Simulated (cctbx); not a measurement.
**Which space group?**

Cell: a = 16.3570 Å, b = 4.1800 Å, c = 7.2370 Å, α = 90.00°, β = 113.71°, γ = 90.00°. Expected content of the cell: Bi4 La4 Cl4 O14.

The data are simulated with cctbx, not measured: Mo Kα, λ = 0.71073 Å, to d = 0.75 Å, 80 % of the full sphere, strongest reflection 5000 counts, noise from counting, a 1.5 % proportional error and a noise floor of 4 counts (s.d.); no absorption, some extinction.

A first pass over the reflections prints:

```text
3614 reflections to d = 0.750 A
centring   violations  <I/sigma> of those
    A        812 of  1793      7.8
    B        812 of  1821      7.7
    C          0 of  1808     -0.0
    I        742 of  1804      7.7
    R       1026 of  2406      7.8
    F        812 of  2711      5.2
Laue class    unique    Rint  (classes that these axes allow; Friedel mates merged)
C 1 2/m 1         632   0.030
space group    extra absences  I>4sigma  <I/sigma>
C 1 2 1                 0          0         -  acentric
C 1 m 1                 0          0         -  acentric
C 1 2/m 1               0          0         -  centric
Wilson B = 0.51 A^2   <|E^2-1|> = 0.811 (0.968 centric, 0.736 acentric)   E^2>4: 0.2 %
shell (A)         n   <I/sigma>
 7.49 - 1.50     86     31.8
 1.50 - 1.19     81     26.3
 1.19 - 1.04     71     27.6
 1.04 - 0.95     85     23.2
 0.95 - 0.88     81     20.7
 0.88 - 0.83     74     20.8
 0.83 - 0.78     81     19.6
 0.78 - 0.75     73     19.1
```

Q: Read the symmetry from these tables.

The reflections that C centring forbids are absent (⟨I/σ⟩ near 0), so the lattice is C.

Only C 1 2/m 1 fits these axes (Rint 0.030); a search for a hidden higher lattice was not made.

3 settings pass the absence test. No glide or screw absences show, which leaves C 1 2 1, C 1 m 1 and C 1 2/m 1.

⟨|E²−1|⟩ = 0.811 lies between the two ideal values. The Wilson B of 0.51 Å² means U ≈ 0.0065 Å².

The true group is C2/m (no. 12), Laue class 2/m, centrosymmetric. The tables only narrow the choice to the tied entries; cell content, site symmetry and trial solutions must settle it.

The model is made up (kin elements in a known structure type, no relaxation), so it says nothing on whether the phase exists.

[Logs are printed without paths, hosts, clocks, repeated set-up lines and the standing remarks that a program may print on its own settings, such as how far it seeks lower states.]
